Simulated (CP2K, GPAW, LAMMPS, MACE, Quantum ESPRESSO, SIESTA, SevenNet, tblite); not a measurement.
# GPAW on glassy 84SiO2-16BaO (mol %) (71 atoms): settings against a plane-wave reference

Aim: run glassy 84SiO2-16BaO (mol %) (71 atoms) in GPAW and see how near its forces come to a plane-wave reference, and at what cost.

Method: the method is named at each step, in GPAW 26.7.0.

## (1) Starting point

The cell holds 71 atoms: 21 Si, 4 Ba and 46 O. Its edges and angles: a = 10.072 Å, b = 10.072 Å, c = 10.072 Å, α = 90.0°, β = 90.0°, γ = 90.0°. 71 atoms (21 Si, 4 Ba, 46 O) placed at random at 2.83 g/cm³, melted at 4000 K for 10 ps at fixed volume with the Morse and Coulomb pair potential with partial charges (Pedone, Malavasi, Menziani, Cormack and Segre, J. Phys. Chem. B 110, 11780 (2006)). Quenched from 4000 K to 300 K at 200 K/ps and fixed volume, held 10 ps at zero pressure, then minimised at fixed cell.

The yardstick, on the same geometry:

| Property | Result |
| --- | --- |
| method | Kohn-Sham DFT, PBE, SSSP efficiency 1.3.0 pseudopotentials, plane waves (Quantum ESPRESSO 7.5); sssp-pbe-1.3.0-efficiency, cutoffs 60/480 Ry, Γ point |
| r.m.s. force component | 0.9173 eV/Å |
| longest force | 3.612 eV/Å |
| pressure | 6.599 GPa |
| gap (highest filled to lowest empty level) | 3.058 eV |
| time | 3.8 min on 4 MPI ranks of Arm Neoverse V1, shared host |
| CPU time | 15 min |

## (2) PBE, LCAO dzp, h 0.18 Å

Method: Kohn-Sham DFT, PBE, PAW, atomic orbitals (dzp).

run.py

```python
import numpy as np
from ase.io import read
from gpaw import GPAW, FermiDirac

atoms = read("structure.xyz")
atoms.calc = GPAW(
    mode="lcao",
    basis="dzp",
    h=0.18,
    xc="PBE",
    kpts={"size": (1, 1, 1), "gamma": True},
    occupations=FermiDirac(0.05),
    maxiter=200,
    symmetry={"point_group": False},
    txt="gpaw.txt",
)
energy = atoms.get_potential_energy(force_consistent=True)
forces = atoms.get_forces()
print(f"energy {energy:.6f} eV")
print("forces (eV/A)")
for i, (a, f) in enumerate(zip(atoms, forces)):
    print(f"{i:4d} {a.symbol:2s} {f[0]:10.5f} {f[1]:10.5f} {f[2]:10.5f}")
print(f"Fermi level {atoms.calc.get_fermi_level():.4f} eV")
for k in range(len(atoms.calc.get_ibz_k_points())):
    for s in range(atoms.calc.get_number_of_spins()):
        e = atoms.calc.get_eigenvalues(kpt=k, spin=s)
        n = np.searchsorted(e, atoms.calc.get_fermi_level())
        print(f"k {k} spin {s} levels about the Fermi level:", np.round(e[max(n - 6, 0):n], 4).tolist(), "|", np.round(e[n:n + 6], 4).tolist())
```

structure.xyz

```xyz
71
Lattice="10.07216 0.00000 0.00000 0.00000 10.07216 0.00000 0.00000 0.00000 10.07216" Properties=species:S:1:pos:R:3 pbc="T T T"
Si 0.04391 3.08822 0.13195
Si 6.09990 3.51287 4.70974
Si 6.82328 0.16821 8.66337
Si 9.63050 7.58071 9.96237
Si 2.50293 4.90746 0.82934
Si 4.69604 8.15180 9.63906
Si 8.64252 5.16420 1.83031
Si 6.20062 2.89303 7.66773
Si 4.76927 5.30833 8.85393
Si 8.91960 0.40692 0.88212
Si 3.38173 3.93550 3.54288
Si 5.53395 6.24152 6.07492
Si 9.27183 3.75057 7.19616
Si 4.83645 9.16345 5.11082
Si 2.60960 0.78895 6.70766
Si 8.45528 6.85773 7.10611
Si 1.96901 8.25343 8.06941
Si 7.95318 9.51648 5.88184
Si 3.55326 9.78682 2.15121
Si 0.93490 2.32989 4.74792
Si 8.46958 1.57035 3.69930
Ba 5.96977 2.72925 1.19869
Ba 2.15413 4.78125 6.82892
Ba 1.13614 7.33283 3.87567
Ba 5.03386 6.68227 2.61997
O 1.68124 7.40928 6.77736
O 4.63118 5.64313 7.26495
O 2.08061 9.49734 2.45559
O 2.16330 3.14725 4.16151
O 9.21673 6.33942 0.79862
O 3.35927 4.94150 9.49503
O 4.00600 1.11751 1.73070
O 8.23087 0.80769 2.31408
O 9.44174 5.26653 3.15067
O 7.07469 5.21587 2.00083
O 5.98538 1.48605 8.30399
O 3.45153 4.23756 1.96578
O 4.26868 8.73286 0.98828
O 4.40456 9.31544 3.57844
O 5.86844 9.03735 9.01720
O 8.66911 8.05843 5.98609
O 4.82003 3.28000 3.82621
O 1.55282 1.05355 5.46969
O 5.72199 2.98408 6.17716
O 9.98131 3.45153 8.60696
O 5.73297 4.02101 8.75291
O 9.92380 2.15383 3.62779
O 0.08189 3.13667 5.99092
O 4.90172 7.54596 5.43846
O 8.57725 0.51539 4.92106
O 0.96914 7.75294 9.23113
O 5.22947 6.58467 9.71117
O 8.71222 7.40636 8.57967
O 7.67539 0.62125 9.92047
O 9.97547 1.52513 0.42656
O 3.88473 10.00266 6.06848
[... 11 atom lines left out ...]
O 9.27767 8.94911 0.68027
O 2.96232 2.19170 7.25034
O 8.85887 3.75349 0.94124
O 6.86972 6.61721 6.91021
```

The run is started by

```
$ OMP_NUM_THREADS=1 python run.py > output.txt
```

Output:

```text
energy -500.359279 eV
forces (eV/A)
   0 Si   -1.77426    1.36097   -0.20425
   1 Si    0.40953    1.37482    1.83673
   2 Si    0.49061   -0.46516   -1.02095
   3 Si   -0.34615   -1.03834   -1.58188
   4 Si   -0.26956    1.03553    0.38936
   5 Si   -1.30971    0.13092   -0.00464
   6 Si    0.72572    0.22417   -0.43594
   7 Si    2.13700    1.48174   -0.89657
   8 Si    0.31090    1.18231   -0.52521
   9 Si   -0.09782    0.36590   -0.78600
  10 Si   -0.50989    1.71223    0.46330
  11 Si    2.11209   -0.44685    0.28596
  12 Si   -1.16227    0.53151    0.26074
  13 Si    0.10521    0.54260    0.27163
  14 Si    0.21582   -0.32295   -0.24555
  15 Si   -0.46638   -0.02524    0.45025
  16 Si   -0.08160    0.56428   -0.51749
  17 Si   -2.66659   -1.34153    0.81809
  18 Si    0.58739   -0.44107    0.16751
  19 Si    0.31323   -0.35549    2.57890
  20 Si   -0.68186   -0.23646    1.29385
  21 Ba   -0.34457   -0.46785    0.24155
  22 Ba    0.24725   -0.13624   -0.02658
  23 Ba    0.02073   -0.11396   -0.84104
[...]
63 O     0.39675   -1.22493    0.01112
  64 O     0.56715    0.40790   -0.51834
  65 O    -1.25050    0.75864    1.07571
  66 O     1.38608    0.42520    0.73682
  67 O     0.23859   -0.16639    1.42459
  68 O     0.98476    2.96653    1.18609
  69 O    -1.06988   -1.14947   -0.33936
  70 O    -0.39117    0.20365    0.83711
Fermi level 5.3309 eV
k 0 spin 0 levels about the Fermi level: [3.2859, 3.5031, 3.5733, 3.7817, 3.8569, 3.9197] | [6.8696, 7.9611, 8.2105, 8.3091, 8.3888, 8.482]
```

gpaw.txt:

```text
Input parameters:
  mode=LCAO(),
  basis={'default': 'dzp'},
  h=0.18,
  kpts=MonkhorstPack(size=(1, 1, 1), gamma=True),
  maxiter=200,
  occupations=Occupations(name='fermi-dirac', width=0.05, fixmagmom=False),
  symmetry=Symmetry(point_group=False),
  xc=XC(name='PBE')
Unit cell  # Å
| periodic |         x |         y |         z |   lengths |    angles |
|----------|-----------|-----------|-----------|-----------|-----------|
|      yes | 10.072160 |  0.000000 |  0.000000 | 10.072160 | 90.000000 |
|      yes |  0.000000 | 10.072160 |  0.000000 | 10.072160 | 90.000000 |
|      yes |  0.000000 |  0.000000 | 10.072160 | 10.072160 | 90.000000 |
Number of symmetries: 1
Symmetry operations  # r_c * U_cc + t_c -> r_c
|   | kind |            matrix            |
|---|------|------------------------------|
| 0 |  E   |  1, 0, 0,  0, 1, 0,  0, 0, 1 |
BZ-sampling:
  Number of BZ points: 1
  Number of IBZ points: 1
  Monkhorst-Pack size: [1, 1, 1]
  Monkhorst-Pack shift: [0, 0, 0]
[... lines left out ...]
Reference energy: -1144603.805151  # eV
eigensolver:
density mixing:
  MSR1-Mixer
occupation numbers:
  Fermi-Dirac:
    width: 0.0500  # eV
FastPoissonSolver using
    Stencil: 6*3+1=19 point O(h^6) finite-difference Laplacian
xc functional:
  name: PBE with 2 nearest neighbor stencil
interpolation: tri-quintic # 5. degree polynomial
Initialization done in: 9.855 s
convergence criteria:
- Maximum [total energy] change in last 3 cyles: 0.0005 eV / valence electron
- Maximum integral of absolute [dens]ity change: 0.0001 electrons / valence electron
- Maximum integral of absolute [eigenst]ate change: 4e-08 eV^2 / valence electron
maximum number of iterations: 200
SCF iterations
|iter     |      energy | eigst |  dens |
|---------|-------------|-------|-------|
|iter:   1| -549.093765 |      c|       |
|iter:   2| -536.609915 |      c| -0.79 |
|iter:   3| -499.868958 |      c| -0.84 |
|iter:   4| -500.222812 |      c| -1.45 |
|iter:   5| -500.399106 |      c| -1.75 |
|iter:   6| -500.360115c|      c| -2.18 |
|iter:   7| -500.359504c|      c| -3.04 |
|iter:   8| -500.359292c|      c| -3.43 |
|iter:   9| -500.359279c|      c| -4.00c|
Converged in 9 steps
SCF loop duration: 125.214 s (13.913 s/step)
Energy contributions relative to reference atoms: (reference = -1144603.805151)
Energy contributions:
  Kinetic:         657.199994
  Coulomb:        -555.381206
  Zero:              6.416583
  External:          0.000000
  Xc:             -608.594650
  Entropy:          -0.000000
  Spinorbit:         0.000000
  ----------------------------
  Free energy:    -500.359279
  Extrapolated:   -500.359279
dipole moment: (41.300966, 56.124162, 21.195175)  # |e|*Ang
Fermi level: 5.331
Eigenvalues  # (at kpt = [0.000, 0.000, 0.000])
| band index |      eig [eV] | occ [0-2] |
|------------|---------------|-----------|
|          0 |       -23.155 |     2.000 |
|        ... |               |           |
|        192 |         3.109 |     2.000 |
|        193 |         3.211 |     2.000 |
[...]
|        207 |         8.688 |     0.000 |
|        ... |               |           |
|        243 |        11.382 |     0.000 |
Gap: 2.950 eV
Transition (v -> c):
  (s=0, k=0, n=199, [0.00, 0.00, 0.00]) -> (s=0, k=0, n=200, [0.00, 0.00, 0.00])
No difference between direct/indirect transitions
Force computation time: 34.579  # s
timing:  # [seconds]
  Total:  169.678  # ━━━━━━━━━━━━━━━━━━━━━━━━━━━━━━━━━━━━━━━━━━━━━━━━━━━━━━━━
  Init:     9.854  # ━━━╸
  SCF:    125.214  # ━━━━━━━━━━━━━━━━━━━━━━━━━━━━━━━━━━━━━━━━━╸
  Forces:  34.579  # ━━━━━━━━━━━╸
```

The job ended after 2.9 min (1 thread of Arm Neoverse V1, shared host; peak memory 1.4 GiB).

Banners, paths, timers and routine set-up lines are dropped from the logs unmarked, and long logs keep their key lines alone; longer cuts are marked.

Against the reference:

| Property | Result |
| --- | --- |
| r.m.s. force component | 1.172 eV/Å |
| r.m.s. difference of force components | 303.8 meV/Å |
| longest difference of force vectors | 977.2 meV/Å |
| force difference over r.m.s. force | 33.12 % |
| slope of forces against the reference's | 1.261 |
| correlation of force components | 0.9872 |
| gap (highest filled to lowest empty level) | 2.95 eV |
| gap difference | -0.1084 eV |

This run lies far from the reference in forces at the same functional.

Length of the force difference by element (eV/Å):

| element | atoms | mean | most |
| --- | --- | --- | --- |
| Ba | 4 | 0.088 | 0.16 |
| O | 46 | 0.59 | 0.98 |
| Si | 21 | 0.19 | 0.39 |

Levels nearest the highest filled one (eV from it): -0.63, -0.42, -0.35, -0.14, -0.06, 0.00, 2.95, 4.04, 4.29, 4.39, 4.47, 4.56.

A closer look about O32, which bears the longest force: 9 atoms, nearest first, numbered in the order of the input, with positions taken from that point.

| atom | x | y | z | distance (Å) | bonds | Fx | Fy | Fz (eV/Å) |
| --- | --- | --- | --- | --- | --- | --- | --- | --- |
| O32 | 0.00 | 0.00 | 0.00 | 0.00 | 2 | 2.00 | 3.92 | -1.08 |
| Si19 | -0.45 | -1.40 | 0.42 | 1.53 | 4 | 0.59 | -0.44 | 0.17 |
| O38 | 0.26 | -2.46 | -0.74 | 2.58 | 3 | 0.69 | -0.88 | 1.25 |
| Ba22 | 1.96 | 1.61 | -0.53 | 2.60 | 10 | -0.34 | -0.47 | 0.24 |
| O39 | 0.40 | -1.87 | 1.85 | 2.66 | 3 | 0.80 | -0.99 | -0.84 |
| O28 | -1.93 | -1.69 | 0.72 | 2.66 | 2 | -3.71 | -1.70 | 0.95 |
| O42 | 0.81 | 2.16 | 2.10 | 3.12 | 3 | 0.30 | -2.26 | -1.99 |
| O37 | -0.55 | 3.12 | 0.24 | 3.18 | 4 | 2.34 | -2.03 | -0.86 |
| Si11 | -0.62 | 2.82 | 1.81 | 3.41 | 4 | -0.51 | 1.71 | 0.46 |

Atoms are counted from 1 here, from 0 in the log.

Forces lie 33 % from the reference's, at 0.19 times its CPU time (on 1 against 4 cores).

The difference per atom is largest on O (0.59 eV/Å on average, against 0.19 on Si).

## (3) PBE, LCAO dzp, h 0.16 Å

Method: Kohn-Sham DFT, PBE, PAW, atomic orbitals (dzp).

Changes to run.py since step 2:

```diff
@@ -8,3 +8,3 @@
     basis="dzp",
-    h=0.18,
+    h=0.16,
     xc="PBE",
```

structure.xyz is that of step 2.

Output:

```text
energy -503.527224 eV
forces (eV/A)
   0 Si   -1.77536    1.37062   -0.20272
   1 Si    0.40581    1.38005    1.83068
   2 Si    0.49122   -0.46339   -1.01902
   3 Si   -0.34246   -1.03425   -1.58112
   4 Si   -0.27376    1.02754    0.38946
   5 Si   -1.31498    0.12593   -0.00378
[...]
68 O     0.95863    2.93552    1.23185
  69 O    -1.07080   -1.16638   -0.33053
  70 O    -0.41803    0.18170    0.81806
Fermi level 5.3264 eV
k 0 spin 0 levels about the Fermi level: [3.2839, 3.5012, 3.5718, 3.78, 3.8555, 3.9181] | [6.8709, 7.9605, 8.2101, 8.3086, 8.3886, 8.4816]
```

gpaw.txt:

```text
Input parameters:
  mode=LCAO(),
  basis={'default': 'dzp'},
  h=0.16,
  kpts=MonkhorstPack(size=(1, 1, 1), gamma=True),
  maxiter=200,
  occupations=Occupations(name='fermi-dirac', width=0.05, fixmagmom=False),
[... lines left out ...]
  Fermi-Dirac:
[... lines left out ...]
convergence criteria:
- Maximum [total energy] change in last 3 cyles: 0.0005 eV / valence electron
[... lines left out ...]
Converged in 9 steps
[... lines left out ...]
  Free energy:    -503.527224
[... lines left out ...]
Fermi level: 5.326
[... lines left out ...]
|        ... |               |           |
|        243 |        11.381 |     0.000 |
Gap: 2.953 eV
Transition (v -> c):
  (s=0, k=0, n=199, [0.00, 0.00, 0.00]) -> (s=0, k=0, n=200, [0.00, 0.00, 0.00])
No difference between direct/indirect transitions
Force computation time: 49.230  # s
timing:  # [seconds]
  Total:  240.885  # ━━━━━━━━━━━━━━━━━━━━━━━━━━━━━━━━━━━━━━━━━━━━━━━━━━━━━━━━
  Init:    12.080  # ━━━
  SCF:    179.547  # ━━━━━━━━━━━━━━━━━━━━━━━━━━━━━━━━━━━━━━━━━╸
  Forces:  49.230  # ━━━━━━━━━━━╸
```

The job ended after 4 min (1 thread; peak memory 2 GiB).

Numbers from this run, and their distance from the reference:

```yaml
r_m_s_force_component: 1.173 eV/Å
r_m_s_difference_of_force_components: 305 meV/Å
longest_difference_of_force_vectors: 977.6 meV/Å
force_difference_over_r_m_s_force: 33.25 %
slope_of_forces_against_the_reference_s: 1.263
correlation_of_force_components: 0.9873
spacing_of_highest_filled_and_lowest_empty_level: 2.953 eV
gap_difference: -0.1055 eV
energy_less_the_same_level_run_s: -44.62 meV/atom
r_m_s_force_difference_from_the_same_level_run: 17.33 meV/Å
```

This run lies far from the reference in forces at the same functional.

Against the first run (33 %), the force difference from the reference is 33 %, at 1.4 times the CPU time: the change moves forces by 17 meV/Å r.m.s., so most of the difference comes from elsewhere.

The difference per atom is largest on O (0.59 eV/Å on average, against 0.19 on Si).

## (4) PBE, LCAO sz(dzp), h 0.18 Å

Method: Kohn-Sham DFT, PBE, PAW, atomic orbitals (sz(dzp)).

Changes to run.py since step 3:

```diff
@@ -7,4 +7,4 @@
     mode="lcao",
-    basis="dzp",
-    h=0.16,
+    basis="sz(dzp)",
+    h=0.18,
     xc="PBE",
```

structure.xyz is that of step 3.

Output:

```text
energy -379.369337 eV
forces (eV/A)
   0 Si   -0.31447    0.75651   -0.69766
   1 Si    1.32984    0.64106    0.83868
   2 Si    0.15124   -1.17539   -0.68755
   3 Si   -0.18562   -0.98334   -0.44625
   4 Si   -0.73803   -1.12589   -1.21722
   5 Si   -0.55317    0.71500   -0.28946
[...]
68 O     1.45183    6.40285    2.04413
  69 O    -2.38850   -1.60634   -0.18731
  70 O    -0.55886    0.16633    1.07166
Fermi level 6.3522 eV
k 0 spin 0 levels about the Fermi level: [4.5214, 4.7351, 4.9046, 5.1477, 5.2333, 5.2595] | [7.417, 8.8523, 8.9679, 9.1528, 9.2684, 9.3947]
```

gpaw.txt:

```text
Input parameters:
  mode=LCAO(),
  basis={'default': 'sz(dzp)'},
  h=0.18,
  kpts=MonkhorstPack(size=(1, 1, 1), gamma=True),
  maxiter=200,
  occupations=Occupations(name='fermi-dirac', width=0.05, fixmagmom=False),
[... lines left out ...]
  Fermi-Dirac:
[... lines left out ...]
convergence criteria:
- Maximum [total energy] change in last 3 cyles: 0.0005 eV / valence electron
[... lines left out ...]
Converged in 10 steps
[... lines left out ...]
  Free energy:    -379.369337
[... lines left out ...]
Fermi level: 6.352
[... lines left out ...]
|        ... |               |           |
|        243 |        12.932 |     0.000 |
Gap: 2.158 eV
Transition (v -> c):
  (s=0, k=0, n=199, [0.00, 0.00, 0.00]) -> (s=0, k=0, n=200, [0.00, 0.00, 0.00])
No difference between direct/indirect transitions
Force computation time: 9.208  # s
timing:  # [seconds]
  Total:  61.949  # ━━━━━━━━━━━━━━━━━━━━━━━━━━━━━━━━━━━━━━━━━━━━━━━━━━━━━━━━━
  Init:    7.458  # ━━━━━━━
  SCF:    45.257  # ━━━━━━━━━━━━━━━━━━━━━━━━━━━━━━━━━━━━━━━━━╸
  Forces:  9.208  # ━━━━━━━━╸
```

Wall time 63 s (1 thread); peak memory 1.1 GiB.

Against the reference:

```yaml
r_m_s_force_component: 1.742 eV/Å
r_m_s_difference_of_force_components: 1066 meV/Å
longest_difference_of_force_vectors: 4679 meV/Å
force_difference_over_r_m_s_force: 116.3 %
slope_of_forces_against_the_reference_s: 1.628
correlation_of_force_components: 0.8571
spacing_of_highest_filled_and_lowest_empty_level: 2.158 eV
gap_difference: -0.9008 eV
```

This is a coarse setting, run to see what it loses.

Against the first run (33 %), the force difference from the reference is 116 %, at 0.37 times the CPU time, with 320 basis functions against 987: the smaller basis costs accuracy.

## (5) Side by side

Differences are against the plane-wave reference, forces as r.m.s. over components; share is that over the reference's r.m.s. force, slope the least-squares factor from reference forces to these. Total energies of different programs have different zeros and aren't compared.

| run | Δ force, r.m.s. (meV/Å) | share (%) | slope | Δ gap (eV) | cores | CPU time | memory (GiB) |
| --- | --- | --- | --- | --- | --- | --- | --- |
| reference | - | - | - | - | 4 | 15 min | 3.1 |
| GPAW PBE, LCAO dzp, h 0.18 Å | 304 | 33.1 | 1.261 | -0.108 | 1 | 2.9 min | 1.4 |
| GPAW PBE, LCAO dzp, h 0.16 Å | 305 | 33.2 | 1.263 | -0.105 | 1 | 4 min | 2.0 |
| GPAW PBE, LCAO sz(dzp), h 0.18 Å (coarse) | 1066 | 116 | 1.628 | -0.901 | 1 | 63 s | 1.1 |

Rows marked coarse were listed beforehand as settings not expected to be converged; some can still land near the reference.

CPU time is summed over cores on a shared host, where runs went side by side, so it is rough. Symmetry, cutoffs, thresholds, outputs and thread counts weren't matched or tuned between programs; memory under MPI is the largest rank's times the ranks.

Within one program, basis, potentials and functional, energies share a zero. Each run against its twin at the usual cutoff or grid and solver:

| run | twin | Δ energy (meV/atom) | Δ force, r.m.s. (meV/Å) | CPU time over the twin's |
| --- | --- | --- | --- | --- |
| GPAW PBE, LCAO dzp, h 0.16 Å | LCAO dzp, h 0.18 Å | -44.6 | 17.3 | 1.4 |

## (6) Results

```yaml
nearest_in_forces: a tie at 33 % of 2 runs: GPAW PBE, LCAO dzp, h 0.18 Å; GPAW PBE, LCAO dzp, h 0.16 Å
```

What this shows: The PBE runs in local orbitals, coarse settings apart, differ by 33 % in each run; basis, grid and potentials can all enter. Runs with settings chosen to be coarse differ by 116 % (GPAW PBE, LCAO sz(dzp), h 0.18 Å), their programs' other errors included. Of the electronic-structure runs that take under half the reference's CPU time, GPAW PBE, LCAO dzp, h 0.18 Å is among the nearest, at 33 % in 2.9 min against 15 min. GPAW PBE, LCAO dzp, h 0.16 Å stiffens the forces by a factor of 1.26 while following their directions (correlation 0.987); the difference isn't even, but is largest on one element. At the same functional, gaps differ from the reference's 3.06 eV by between -0.90 and -0.11 eV. The quench rate of 200 K/ps is many orders above laboratory rates, so the cell is likely richer in defects and strain than a real sample. The network of bonds at the start is that of the classical potential that made the cell, and needn't be the one that DFT or experiment would give. The reference's pressure of 6.6 GPa belongs to a cell and atoms that aren't relaxed at this level. The electronic-structure runs sample only Γ, in a cell whose shortest periodic width is 10 Å. Spin–orbit coupling is left out, which matters for the levels of the heavy elements.

[Also dropped from logs without a mark: logging warnings of Python, and SIESTA's first energy breakdown and zero terms.]

[Logs are printed without paths, hosts, clocks, repeated set-up lines and the standing remarks that a program may print on its own settings, such as how far it seeks lower states.]

[Hosts, paths, dates, database ids (printed as entryN), source tags and the programs' standing remarks are cut or masked in the printed files.]
